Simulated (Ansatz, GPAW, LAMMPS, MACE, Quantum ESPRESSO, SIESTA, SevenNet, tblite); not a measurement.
# What went wrong? tblite on liquid 67SiO2-18Na2O-15SrO (mol %) at 2550 K (111 atoms)

Program: tblite 0.8.0, a calculation on a cell of 26 Si, 14 Na, 6 Sr and 65 O, 18.4 Å³ an atom.

The input, run.py:

```python
import numpy as np
from ase.io import read
from tblite.ase import TBLite

atoms = read("structure.xyz")
atoms.calc = TBLite(method="GFN3-xTB", electronic_temperature=580, accuracy=1.0, max_iterations=250, mixer_damping=0.4, verbosity=1)
energy = atoms.get_potential_energy()
forces = atoms.get_forces()
print(f"energy {energy:.6f} eV")
print("forces (eV/A)")
for i, (a, f) in enumerate(zip(atoms, forces)):
    print(f"{i:4d} {a.symbol:2s} {f[0]:10.5f} {f[1]:10.5f} {f[2]:10.5f}")
print("charges (e)")
print(np.array2string(atoms.get_charges(), precision=4, suppress_small=True, max_line_width=110, threshold=100000))
```

The input, structure.xyz:

```xyz
111
Lattice="12.68591 0.00000 0.00000 0.00000 12.68591 0.00000 0.00000 0.00000 12.68591" Properties=species:S:1:pos:R:3 pbc="T T T"
Si 6.56724 8.94344 8.60346
Si 4.96831 10.95872 7.61548
Si 5.85670 6.81982 6.01020
Si 10.28840 2.87919 6.62674
Si 6.57739 10.92460 4.56173
Si 4.35571 12.02865 1.03352
Si 1.78161 5.72832 9.31590
Si 4.22669 8.90602 0.81076
Si 0.06698 10.59616 9.08590
Si 9.19043 4.89422 2.37150
[... 97 atom lines left out ...]
O 12.37092 9.78794 5.67289
O 6.01528 10.69460 6.33255
O 0.97174 11.41567 3.89990
O 6.81246 2.04294 2.82693
```

The run is started by

```bash
$ OMP_NUM_THREADS=1 python run.py > output.txt
```

The log of the run:

```text
tblite.exceptions.TBLiteValueError: Method 'GFN3-xTB' is not available for this calculator
```

The job ended after 0.48 s (1 thread of Arm Neoverse V2, shared host; peak memory 0.15 GiB).

Banners, paths, timers and routine set-up lines are dropped from the logs unmarked, and long logs keep their key lines alone; longer cuts are marked.

Q: Find the fault and mend it.

An unknown method: method GFN3-xTB. Mend: name a method that the program has, such as GFN1-xTB or GFN2-xTB.

The program stopped at the start.

[Also dropped from logs without a mark: logging warnings of Python, and SIESTA's first energy breakdown and zero terms.]

[Logs are printed without paths, hosts, clocks, repeated set-up lines and the standing remarks that a program may print on its own settings, such as how far it seeks lower states.]

[Hosts, paths, dates, database ids (printed as entryN), source tags and the programs' standing remarks are cut or masked in the printed files.]
